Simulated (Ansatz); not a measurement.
## Li3Cr, from a guessed structure to a relaxed one

Starting from a made-up structure for Li3Cr, the aim is the relaxed cell, its shortest contacts and, where a second run follows, its electronic structure.

Method: DFT, PBEsol, plane-wave PAW, files of the set soft_1, scalar-relativistic, ferromagnetic start, cell and ions relaxed at zero pressure; PAW set soft_1, in the first sound run; inputs show where later runs differ, in Ansatz 0.2.0.

### 1. Set-up

Symmetry: Cmmm, No. 65, orthorhombic system. The conventional cell has a = 2.888 Å, b = 4.875 Å, c = 9.285 Å, α = 90.00°, β = 90.00°, γ = 90.00°. Nearest to Cr lie 4 Li at 2.83 Å and 6 Cr at 2.83 to 2.89 Å. Li has 8 Li at 2.64 to 2.89 Å and 2 Cr at 2.83 Å nearest. Nearest to Li lie 10 Li at 2.64 to 2.89 Å. Farther neighbours are not listed.

### 2. Relaxation of the guess

The guessed cell has no reason to be at equilibrium. It is relaxed with the atoms, within the space group of the guess.

input.yaml reads:

```yaml
crystal:
  lattice:
    - [1.444, -2.4375, 0.0]
    - [1.444, 2.4375, 0.0]
    - [0.0, 0.0, 9.285]
  atoms:
    - { symbol: Cr, position: [0.0, 0.0, 0.0], spin: 3.0 }
    - { symbol: Li, position: [0.5, 0.5, 0.2624] }
    - { symbol: Li, position: [0.0, 0.0, 0.5] }
    - { symbol: Li, position: [0.5, 0.5, 0.7376] }
magnetization:
  spin_polarized: true
kpoints:
  mp_grid: { grid: [11, 11, 3] }
scf:
  occupations: { method: fermi_dirac, width: 0.05 }
hamiltonian:
  xc: pbesol
  pseudopotentials: { kind: paw, azcp: { folder: soft_1 }, xc_functional: pbe }
relax:
  f_tol: 0.015
  max_steps: 70
  cell: {}
output:
  forces: true
  stress: true
```

Launch:

```
> ansatz run input.yaml --threads 4 --pin off --max-ram 8192MiB --backend cpu --events-out ev --progress --plain --runs-dir out
```

Numbers of over 12 decimals in the logs are rounded to 6 here.

Log:

```text
Engine: ansatz 0.2.0, x86_64-unknown-linux-gnu
Pseudopotentials: kind: paw
Pseudopotential: Cr, paw, valence charge 14, recommended cutoff 420 eV (normal), soft_1/Cr.paw.azcp
Pseudopotential: Li, paw, valence charge 3, recommended cutoff 420 eV (normal), soft_1/Li.paw.azcp
Functional definition: PBEsol
  exchange = pbesol_x
  correlation = pbesol_c
Crystal: 4 atoms, lattice volume = 65.362 Å³
Basis set: ecut = 420 eV, 1291 PW (Γ), exchange–correlation on 40×40×128 points (8 copies of the dense FFT grid, shifted against one another)
Bands: 17, of which v1, the nominal top of the filled ones, is band 12 counted from 1 (11 counted from 0)
Symmetry: 8 space group operations
Space group: Cmmm (ITA 65), of the structure as read, at distance tolerance 4.0e-5 Å
Magnetic group: BNS 65.481 (UNI 579), of the structure as read, at distance tolerance 4.0e-5 Å
k-points: 72 of 363
Non-local potential: Cr, projectors of the file, l = 0: 3, l = 1: 2, l = 2: 3, l = 3: 1
Non-local potential: Li, projectors of the file, l = 0: 3, l = 1: 2, l = 2: 1
PAW form: soft (Blöchl's): semilocal exchange-correlation on the pseudo side does not see the compensation charge
PAW frozen core: Cr, regenerated for the run's functional, and the local potential with it (the file was generated under x = pbe(κ = 0.804, μ = 0.219515), c = pbe(β = 0.066725))
PAW one-centre angular grid: Cr, 590 points (default); XC on 64 Gauss nodes
PAW one-centre angular grid: Li, 110 points (default); XC on 64 Gauss nodes
Initial density: superposition of atomic densities (chi_scale 0.1, normalization cell, long waves kept (reshape's long-wave potential 0.65 eV rms))
Starting moments: Σ|m| = 3 μB on 1 of 4 sites
Initial wavefunctions: pseudopotential atomic-orbital guess
Functional: x = pbesol(κ = 0.804, μ = 0.123457), c = pbesol(β = 0.046)
SCF iter   1: F=—  HF=-3957.060690 eV  |F-HF|=—  |Δ(HF+E_count)|=         —  Δρ=9.59e-2 (↑9.59e-2 ↓6.58e-2)  dr2=6.30e1  dr2_m=1.76e-1  M=3.163 μB ∫|m|=3.196 μB  β_m=0.30  ethr=3.10e-3  ⟨swp⟩=3.8  Hψ=10171  notcnv=0
Mixer restart at iter 1: flushing history
preconditioner: auto → none  [metal: Δε(μ)=0.001 eV  Ē_g=4.010 eV  σ=0.050 eV  W_gap=0.00  n_scr=6 (ndim 8)  ℏωp=13.8 eV  f_vac=0.000  D(μ)=3.93/eV (n_scr^D=50)  sad-step TF]
SCF iter   2: F=—  HF=-3957.442641 eV  |F-HF|=—  |Δ(HF+E_count)|=   3.82e-1  Δρ=3.59e-2 (↑2.46e-2 ↓3.59e-2)  dr2=1.95e1  dr2_m=6.60e-2  M=3.213 μB ∫|m|=3.246 μB  β_m=0.38  ethr=3.10e-3  ⟨swp⟩=3.1  Hψ=6665  notcnv=0  defer=70
SCF iter   3: F=—  HF=-3958.820797 eV  |F-HF|=—  |Δ(HF+E_count)|=    1.38e0  Δρ=6.20e-2 (↑6.20e-2 ↓4.83e-2)  dr2=5.28e1  dr2_m=1.24e-1  M=2.784 μB ∫|m|=2.931 μB  β_m=0.26  ethr=3.10e-3  ⟨swp⟩=4.6  Hψ=7139  notcnv=0  defer=48  recentre
SCF iter   4: F=—  HF=-3956.067241 eV  |F-HF|=—  |Δ(HF+E_count)|=    2.75e0  Δρ=1.46e-2 (↑1.46e-2 ↓9.22e-3)  dr2=1.75e-1  dr2_m=4.91e-2  M=3.097 μB ∫|m|=3.172 μB  β_m=0.60  ethr=3.10e-3  ⟨swp⟩=3.5  Hψ=5694  notcnv=0  defer=58
SCF iter   5: F=—  HF=-3956.557844 eV  |F-HF|=—  |Δ(HF+E_count)|=         —  Δρ=3.75e-2 (↑3.75e-2 ↓2.92e-2)  dr2=1.58e0  dr2_m=6.33e-1  M=4.011 μB ∫|m|=4.104 μB  β_m=1.00  ethr=7.60e-4  ⟨swp⟩=2.9  Hψ=5067  notcnv=0  defer=48  κ⁻¹=5.4e-4(r=3)
SCF iter   6: F=—  HF=-3956.285959 eV  |F-HF|=—  |Δ(HF+E_count)|=   2.72e-1  Δρ=2.06e-2 (↑2.06e-2 ↓4.10e-3)  dr2=2.35e-1  dr2_m=5.42e-2  M=4.044 μB ∫|m|=4.183 μB  β_m=0.60  ethr=2.17e-4  ⟨swp⟩=3.1  Hψ=5452  notcnv=0  defer=50
SCF iter   7: F=—  HF=-3956.208601 eV  |F-HF|=—  |Δ(HF+E_count)|=   7.74e-2  Δρ=8.57e-3 (↑8.57e-3 ↓3.42e-3)  dr2=1.84e-1  dr2_m=1.62e-2  M=3.873 μB ∫|m|=4.008 μB  β_m=0.48  ethr=2.17e-4  ⟨swp⟩=3.0  Hψ=5877  notcnv=0  defer=72
SCF iter   8: F=—  HF=-3956.195747 eV  |F-HF|=—  |Δ(HF+E_count)|=   1.29e-2  Δρ=8.00e-3 (↑8.00e-3 ↓2.40e-3)  dr2=3.27e-2  dr2_m=1.55e-2  M=3.825 μB ∫|m|=3.964 μB  β_m=0.26  ethr=2.17e-4  ⟨swp⟩=2.3  Hψ=3772  notcnv=0  defer=72
SCF iter   9: F=—  HF=-3956.199805 eV  |F-HF|=—  |Δ(HF+E_count)|=   4.06e-3  Δρ=9.19e-4 (↑8.71e-4 ↓9.19e-4)  dr2=2.55e-3  dr2_m=1.16e-4  M=3.861 μB ∫|m|=3.998 μB  β_m=0.49  ethr=1.42e-4  ⟨swp⟩=2.1  Hψ=3658  notcnv=0  defer=72
SCF iter  10: F=—  HF=-3956.201485 eV  |F-HF|=—  |Δ(HF+E_count)|=   1.68e-3  Δρ=1.38e-3 (↑1.38e-3 ↓3.38e-4)  dr2=1.73e-3  dr2_m=4.00e-4  M=3.837 μB ∫|m|=3.976 μB  β_m=0.47  ethr=1.11e-5  ⟨swp⟩=2.2  Hψ=4028  notcnv=0  defer=72
SCF iter  11: F=—  HF=-3956.201186 eV  |F-HF|=—  |Δ(HF+E_count)|=   2.99e-4  Δρ=1.07e-4 (↑1.07e-4 ↓5.85e-5)  dr2=5.16e-6  dr2_m=2.83e-6  M=3.831 μB ∫|m|=3.970 μB  β_m=0.74  ethr=7.51e-6  ⟨swp⟩=1.7  Hψ=2806  notcnv=0  defer=68
SCF iter  12: F=—  HF=-3956.201201 eV  |F-HF|=—  |Δ(HF+E_count)|=   1.49e-5  Δρ=9.43e-5 (↑9.43e-5 ↓1.65e-5)  dr2=1.53e-5  dr2_m=1.10e-6  M=3.829 μB ∫|m|=3.968 μB  β_m=0.74  ethr=2.24e-8  ⟨swp⟩=2.0  Hψ=3313  notcnv=0  defer=68
SCF iter  13: F=—  HF=-3956.201201 eV  |F-HF|=—  |Δ(HF+E_count)|=   3.49e-7  Δρ=3.05e-5 (↑3.05e-5 ↓5.24e-6)  dr2=8.84e-7  dr2_m=1.70e-7  M=3.829 μB ∫|m|=3.969 μB  β_m=0.87  ethr=2.24e-8  ⟨swp⟩=1.7  Hψ=2823  notcnv=0  defer=68
SCF iter  14: F=—  HF=-3956.201201 eV  |F-HF|=—  |Δ(HF+E_count)|=   1.77e-7  Δρ=3.21e-6 (↑3.21e-6 ↓1.54e-6)  dr2=5.84e-8  dr2_m=9.01e-10  M=3.829 μB ∫|m|=3.969 μB  β_m=0.83  ethr=3.84e-9  ⟨swp⟩=1.9  Hψ=2985  notcnv=0  defer=68
SCF iter  15: F=-3956.201201 eV  HF=-3956.201201 eV  |F-HF|=2.75e-8  |Δ(HF+E_count)|=  2.96e-10  Δρ=1.24e-6 (↑1.24e-6 ↓1.24e-6)  dr2=2.86e-8  dr2_m=6.13e-11  M=3.829 μB ∫|m|=3.969 μB  ethr=2.54e-10  ⟨swp⟩=1.9  Hψ=6233  notcnv=0
SCF 1 converged in 15 iterations: F = -3956.201201 eV  dr2 = 2.86e-8
  greatest PAW one-centre occupation: 1.000 electrons in one spin orbital (limit 2), on the Cr atom at site 0 (counted from 0), in its partial waves of l = 0
relax step   1: F+E_penalty+E_count = -3956.20120141 eV  Δ(F+E_penalty+E_count) = +0.000e0 eV  max|allowed force component| = 5.441e-1 eV/Å  Δτ_max = 0.0000 Å  P = +0.974 GPa  Ω = 65.362 Å³  (15 SCF iters, dr2 threshold 1.00e-7 eV, accepted)
Crystal: 4 atoms, lattice volume = 66.593 Å³
Basis set: ecut = 420 eV, 1307 PW (Γ), exchange–correlation on 40×40×128 points (8 copies of the dense FFT grid, shifted against one another)
Initial density: handed on by an earlier stage of this run
Starting moments: Σ|m| = 3 μB on 1 of 4 sites; this step starts from the density that it was given
Initial wavefunctions: those handed on with the density
SCF iter   1: F=—  HF=-3956.591761 eV  |F-HF|=—  |Δ(HF+E_count)|=         —  Δρ=2.28e-2 (↑1.40e-2 ↓2.28e-2)  dr2=3.16e0  dr2_m=1.77e-1  M=3.210 μB ∫|m|=3.410 μB  β_m=0.30  ethr=3.10e-3  ⟨swp⟩=4.8  Hψ=10372  notcnv=0
[...]
relax step  10: F+E_penalty+E_count = -3956.68210834 eV  Δ(F+E_penalty+E_count) = -1.112e-3 eV  max|allowed force component| = 1.365e-3 eV/Å  Δτ_max = 0.0075 Å  P = +0.024 GPa  Ω = 55.025 Å³  energy of the carried Pulay correction = +6.206e-4 eV  (11 SCF iters, dr2 threshold 4.00e-7 eV, accepted)
Basis set: ecut = 420 eV, 1075 PW (Γ), exchange–correlation on 36×36×144 points (8 copies of the dense FFT grid, shifted against one another)
Initial wavefunctions: pseudopotential atomic-orbital guess (no wavefunctions were taken with the density)
iter 1 solved again at ethr=5.55e-7 eV; its pass at ethr=3.10e-3 eV (dr2=1.28e-4 eV) is discarded
SCF iter   1: F=—  HF=-3956.681447 eV  |F-HF|=—  |Δ(HF+E_count)|=         —  Δρ=2.24e-4 (↑2.24e-4 ↓2.24e-4)  dr2=8.03e-5  dr2_m=4.54e-11  M=0.000 μB ∫|m|=0.000 μB  β_m=0.65  ethr=5.55e-7  ⟨swp⟩=2.0  Hψ=14404  notcnv=0
preconditioner: auto → none  [metal: Δε(μ)=0.010 eV  Ē_g=4.075 eV  σ=0.050 eV  W_gap=0.05  n_scr=4 (ndim 8)  ℏωp=15.0 eV  f_vac=0.000  D(μ)=2.87/eV (n_scr^D=28)]
SCF iter   2: F=—  HF=-3956.681374 eV  |F-HF|=—  |Δ(HF+E_count)|=   7.28e-5  Δρ=2.86e-4 (↑2.86e-4 ↓2.86e-4)  dr2=1.90e-3  dr2_m=1.98e-11  M=0.000 μB ∫|m|=0.000 μB  β_m=0.22  ethr=3.49e-7  ⟨swp⟩=2.0  Hψ=3186  notcnv=0  recentre
SCF iter   3: F=—  HF=-3956.681346 eV  |F-HF|=—  |Δ(HF+E_count)|=   2.84e-5  Δρ=1.40e-4 (↑1.40e-4 ↓1.40e-4)  dr2=1.14e-5  dr2_m=3.03e-11  M=0.000 μB ∫|m|=0.000 μB  β_m=0.28  ethr=3.49e-7  ⟨swp⟩=2.0  Hψ=3160  notcnv=0
SCF iter   4: F=—  HF=-3956.681282 eV  |F-HF|=—  |Δ(HF+E_count)|=   6.32e-5  Δρ=5.58e-5 (↑5.58e-5 ↓5.58e-5)  dr2=9.43e-6  dr2_m=1.55e-11  M=0.000 μB ∫|m|=0.000 μB  β_m=0.42  ethr=4.97e-8  ⟨swp⟩=1.2  Hψ=2472  notcnv=0
SCF iter   5: F=—  HF=-3956.681282 eV  |F-HF|=—  |Δ(HF+E_count)|=   1.09e-8  Δρ=2.32e-5 (↑2.32e-5 ↓2.32e-5)  dr2=7.91e-7  dr2_m=9.10e-12  M=0.000 μB ∫|m|=0.000 μB  β_m=0.51  ethr=4.10e-8  ⟨swp⟩=2.0  Hψ=2934  notcnv=0
SCF iter   6: F=—  HF=-3956.681283 eV  |F-HF|=—  |Δ(HF+E_count)|=   8.62e-7  Δρ=1.05e-5 (↑1.04e-5 ↓1.05e-5)  dr2=6.25e-7  dr2_m=5.31e-12  M=0.000 μB ∫|m|=0.000 μB  β_m=0.48  ethr=3.44e-9  ⟨swp⟩=2.0  Hψ=3054  notcnv=0
SCF iter   7: F=—  HF=-3956.681284 eV  |F-HF|=—  |Δ(HF+E_count)|=   8.99e-7  Δρ=5.76e-6 (↑5.65e-6 ↓5.76e-6)  dr2=2.86e-7  dr2_m=3.46e-12  M=0.000 μB ∫|m|=0.000 μB  β_m=0.66  ethr=2.72e-9  ⟨swp⟩=2.0  Hψ=2925  notcnv=0
SCF iter   8: F=—  HF=-3956.681284 eV  |F-HF|=—  |Δ(HF+E_count)|=   3.59e-7  Δρ=1.77e-6 (↑1.69e-6 ↓1.77e-6)  dr2=2.39e-8  dr2_m=1.32e-12  M=0.000 μB ∫|m|=0.000 μB  β_m=0.78  ethr=1.24e-9  ⟨swp⟩=2.0  Hψ=3112  notcnv=0
SCF iter   9: F=—  HF=-3956.681284 eV  |F-HF|=—  |Δ(HF+E_count)|=   2.17e-8  Δρ=5.76e-7 (↑5.76e-7 ↓5.16e-7)  dr2=2.52e-9  dr2_m=6.31e-13  M=0.000 μB ∫|m|=0.000 μB  β_m=0.81  ethr=1.04e-10  ⟨swp⟩=2.0  Hψ=3316  notcnv=0
SCF iter  10: F=—  HF=-3956.681293 eV  |F-HF|=—  |Δ(HF+E_count)|=   8.39e-6  Δρ=2.56e-7 (↑2.56e-7 ↓2.54e-7)  dr2=1.59e-10  dr2_m=9.98e-13  M=0.000 μB ∫|m|=0.000 μB  β_m=0.81  ethr=1.10e-11  ⟨swp⟩=2.0  Hψ=4066  notcnv=0
SCF iter  11: F=—  HF=-3956.681293 eV  |F-HF|=—  |Δ(HF+E_count)|=  4.55e-13  Δρ=2.35e-7 (↑2.14e-7 ↓2.35e-7)  dr2=7.00e-11  dr2_m=4.97e-13  M=0.000 μB ∫|m|=0.000 μB  β_m=0.90  ethr=1.00e-12  ⟨swp⟩=1.9  Hψ=2725  notcnv=0
SCF iter  12: F=—  HF=-3956.681293 eV  |F-HF|=—  |Δ(HF+E_count)|=  4.55e-11  Δρ=1.71e-7 (↑1.71e-7 ↓1.68e-7)  dr2=7.81e-11  dr2_m=6.32e-13  M=0.000 μB ∫|m|=0.000 μB  β_m=0.63  ethr=1.00e-12  ⟨swp⟩=2.0  Hψ=2826  notcnv=0
SCF iter  13: F=—  HF=-3956.681293 eV  |F-HF|=—  |Δ(HF+E_count)|=  5.00e-12  Δρ=1.71e-7 (↑1.52e-7 ↓1.71e-7)  dr2=5.75e-11  dr2_m=1.26e-13  M=0.000 μB ∫|m|=0.000 μB  β_m=0.81  ethr=1.00e-12  ⟨swp⟩=1.0  Hψ=2448  notcnv=0
SCF iter  14: F=-3956.681293 eV  HF=-3956.681293 eV  |F-HF|=2.05e-11  |Δ(HF+E_count)|=  1.46e-11  Δρ=5.96e-8 (↑5.96e-8 ↓3.61e-8)  dr2=1.99e-11  dr2_m=8.40e-14  M=0.000 μB ∫|m|=0.000 μB  ethr=1.00e-12  ⟨swp⟩=2.0  Hψ=6985  notcnv=0
the starting moments were not kept: the SCF closed with an absolute magnetisation of 1.3e-6 μB, where they sum to 3 μB in size (1 site). That is at most 0.1 of that sum. Measured as dr2_m measures the in/out step, that magnetisation stands 1.1e-12 eV from none, at or under the dr2_threshold of 4.0e-11 eV: it is no larger than a step whose dr2_m would equal this threshold.
SCF 11 converged in 14 iterations: F = -3956.681293 eV  dr2 = 1.99e-11
relax step  11: F+E_penalty+E_count = -3956.68129285 eV  Δ(F+E_penalty+E_count) = +8.155e-4 eV  max|allowed force component| = 1.609e-3 eV/Å  Δτ_max = 0.0000 Å  P = +0.035 GPa  Ω = 55.025 Å³  stress off target by 4.12e-2 GPa  SCF on the basis re-selected at this cell (its energy is not comparable with the rows above)  (14 SCF iters)
basis re-selected at this cell: Δ(F+E_penalty+E_count) = +8.155e-4 eV, ΔP = +0.011 GPa vs the last step (what re-selecting the basis moved, of the pressure what is left beyond the Pulay correction that the steps carried, after the strain that the cell walked since its last selection, with what the two solves' SCF thresholds leave and, on support functions, any second-order correction that the steps lacked; it is no measure of the basis error at this ecutwfc). The dense FFT grid was sized anew with the basis: this SCF ran on 18×18×72 points, the steps before it on 20×20×64, so part of this shift can come from that change (see relax.cell in the input reference). [rest of the remark cut]
SCF converged after 14 iterations
Magnetization: 0.0000 μB (11.5000 up, 11.5000 down)
Absolute magnetization: 0.0000 μB (∫|ρ↑−ρ↓|, with the PAW one-centre terms)
Spin contamination: 0.0000 ħ² per cell (⟨S²⟩ above its minimum at these occupations)
Per-site moments (μB) at R_I (Å): [(9.458617487861861e-7, 1.010285), (2.7222395483594463e-8, 1.010285), (2.6154518603136444e-8, 1.010285), (2.7222395499434353e-8, 1.010285)]
Free energy (F): -3956.681293 eV
Harris-Foulkes:  -3956.681293 eV  (|F-HF|=2.05e-11)
Internal energy: -3956.657254 eV  (E = F + TS)
E sigma→0 (E₀):  -3956.669273 eV
Entropy (-TS):   -0.024039 eV (-6.010 meV/atom)
Fermi energy:    5.612228 eV
--- Per-component energies (eV) ---
  E_band       = -554.668419
  E_kinetic    = 352.393760
  E_local      = -4073.161018  (includes V_loc(G=0)·N_el)
  E_nonlocal   = -13.025659
  E_hartree    = 1839.368629
  E_xc         = -140.146402
  E_vxc        = -179.592631  (∫ρ·V_xc dr)
  E_paw        = -1259.434739  (= ΣΔE_a)
  E_vpaw       = -320.022078  (= ΣTr[D̂ρ^β])
  E_aug_tail   = 0.001586  (compensation charges beyond the density's cutoff)
  E_ewald      = -662.813411
  E_core_change = 0.160000  (= ΣΔE_core)
  E_smearing   = -0.024039  (= −TS)
  E_closure    = 0.000000  (closes the sum)
  Σ components = -3956.681293   (vs F -3956.681293, Δ=0.00e0)
--- Forces (eV/Å), atoms counted from 1 ---
  atom   1  Cr    -0.00000000    -0.00000000     0.00000000
  atom   2  Li     0.00000000     0.00000000     0.00160922
  atom   3  Li    -0.00000000    -0.00000000     0.00000000
  atom   4  Li    -0.00000000    -0.00000000    -0.00160922
  max |Σ_I F_I| component: 4.62e-31 eV/Å
--- Stress (GPa, compression-positive) ---
        0.029893      -0.000000       0.000000
       -0.000000       0.041151      -0.000000
        0.000000      -0.000000       0.033131
  P = ⅓ Tr σ = 0.0347 GPa (0.347 kbar)
--- Relaxed structure (10 steps of the walk, 10 accepted, 1 SCFs on fresh bases) ---
  F+E_penalty+E_count = -3956.68129285 eV   max|allowed force component| = 1.609e-3 eV/Å   (the final SCF, on the basis selected at the relaxed cell)
  cell:  # Å, volume = 55.0248 Å³
    - [1.418455, -1.996608, 0.0]
    - [1.418455, 1.996608, 0.0]
    - [0.0, 0.0, 9.714488]
  atoms:
    - { symbol: Cr, position: [0, 0, 0] }
    - { symbol: Li, position: [0.5, 0.5, 0.234122] }
    - { symbol: Li, position: [0, 0, 0.5] }
    - { symbol: Li, position: [0.5, 0.5, 0.765878] }
```

Wall time 36 s (4 threads of Intel Xeon Platinum 8259CL at 2.50GHz (Skylake/Cascade Lake), shared host); peak memory 0.53 GiB; 2.1 min of CPU time.

Step by step:

| step | energy less that of the first step (eV) | largest force component (eV/Å) | pressure (GPa) | volume (Å³) |
| --- | --- | --- | --- | --- |
| 1 | 0.0000 | 0.5441 | 0.97 | 65.36 |
| 2 | -0.1443 | 0.0567 | 0.26 | 66.59 |
| 3 | -0.1687 | 0.0146 | -0.15 | 66.78 |
| 4 | -0.1808 | 0.0015 | -1.09 | 65.96 |
| 5 | -0.2465 | 0.0114 | -3.79 | 63.62 |
| 6 | -0.4154 | 0.1045 | -2.69 | 59.35 |
| 7 | -0.4665 | 0.0670 | 0.72 | 54.92 |
| 8 | -0.4790 | 0.0062 | -0.06 | 55.22 |
| 9 | -0.4798 | 0.0095 | 0.00 | 55.20 |
| 10 | -0.4809 | 0.0014 | 0.02 | 55.02 |
| 11* | -0.4801 | 0.0016 | 0.03 | 55.02 |

Relaxation steps marked * repeat the geometry before them on a plane-wave basis chosen anew for their cell, so energy and pressure can jump there.

The run keeps the 8 symmetry operations that it works with, so distortions that break them were not tested.

| cell as run | before | after | change |
| --- | --- | --- | --- |
| a (Å) | 2.833 | 2.449 | -13.6 % |
| b (Å) | 2.833 | 2.449 | -13.6 % |
| c (Å) | 9.285 | 9.714 | +4.6 % |
| γ (°) | 118.71 | 109.22 | -8.0 % |
| volume (Å³/atom) | 16.34 | 13.76 | -15.8 % |

The atoms that moved most (Å, as changes of fractional coordinates times the final cell):

| atom | dx | dy | dz | length |
| --- | --- | --- | --- | --- |
| Li4 | 0.000 | 0.000 | 0.275 | 0.275 |
| Li2 | 0.000 | 0.000 | -0.275 | 0.275 |

The relaxed structure:

```cif
data_structure
_symmetry_space_group_name_H-M 'P 1'
_symmetry_Int_Tables_number 1
_cell_length_a 2.4492
_cell_length_b 2.4492
_cell_length_c 9.7145
_cell_angle_alpha 90.000
_cell_angle_beta 90.000
_cell_angle_gamma 109.218
_cell_volume 55.02
loop_
_atom_site_label
_atom_site_type_symbol
_atom_site_fract_x
_atom_site_fract_y
_atom_site_fract_z
_atom_site_occupancy
Cr1 Cr 0.00000 0.00000 0.00000 1
Li2 Li 0.50000 0.50000 0.23412 1
Li3 Li 0.00000 0.00000 0.50000 1
Li4 Li 0.50000 0.50000 0.76588 1
```

Numbers from this step:

```
free energy             : -3956.6813 eV
energy at zero smearing : -3956.6693 eV
smearing term TS        : 0.02404 eV
Fermi energy            : 5.612 eV
electrons               : 23
symmetry operations     : 8
pressure                : 0.03473 GPa
```

Shortest distances by pair of elements, guess and relaxed (not always the same contact):

| pair | guess (Å) | relaxed (Å) |
| --- | --- | --- |
| Cr–Cr | 2.833 | 2.449 |
| Li–Li | 2.637 | 2.449 |
| Cr–Li | 2.832 | 2.680 |

The relaxation ends with a largest force component of 0.0016 eV/Å and a pressure of 0.03 GPa. No moment survives the cycle: this start ends non-magnetic.

(Part 1 of 2 ends here.)

[Logs are printed without paths, hosts, clocks, repeated set-up lines and the standing remarks that a program may print on its own settings, such as how far it seeks lower states.]

[Hosts, paths, dates, database ids (printed as entryN), source tags and the programs' standing remarks are cut or masked in the printed files.]
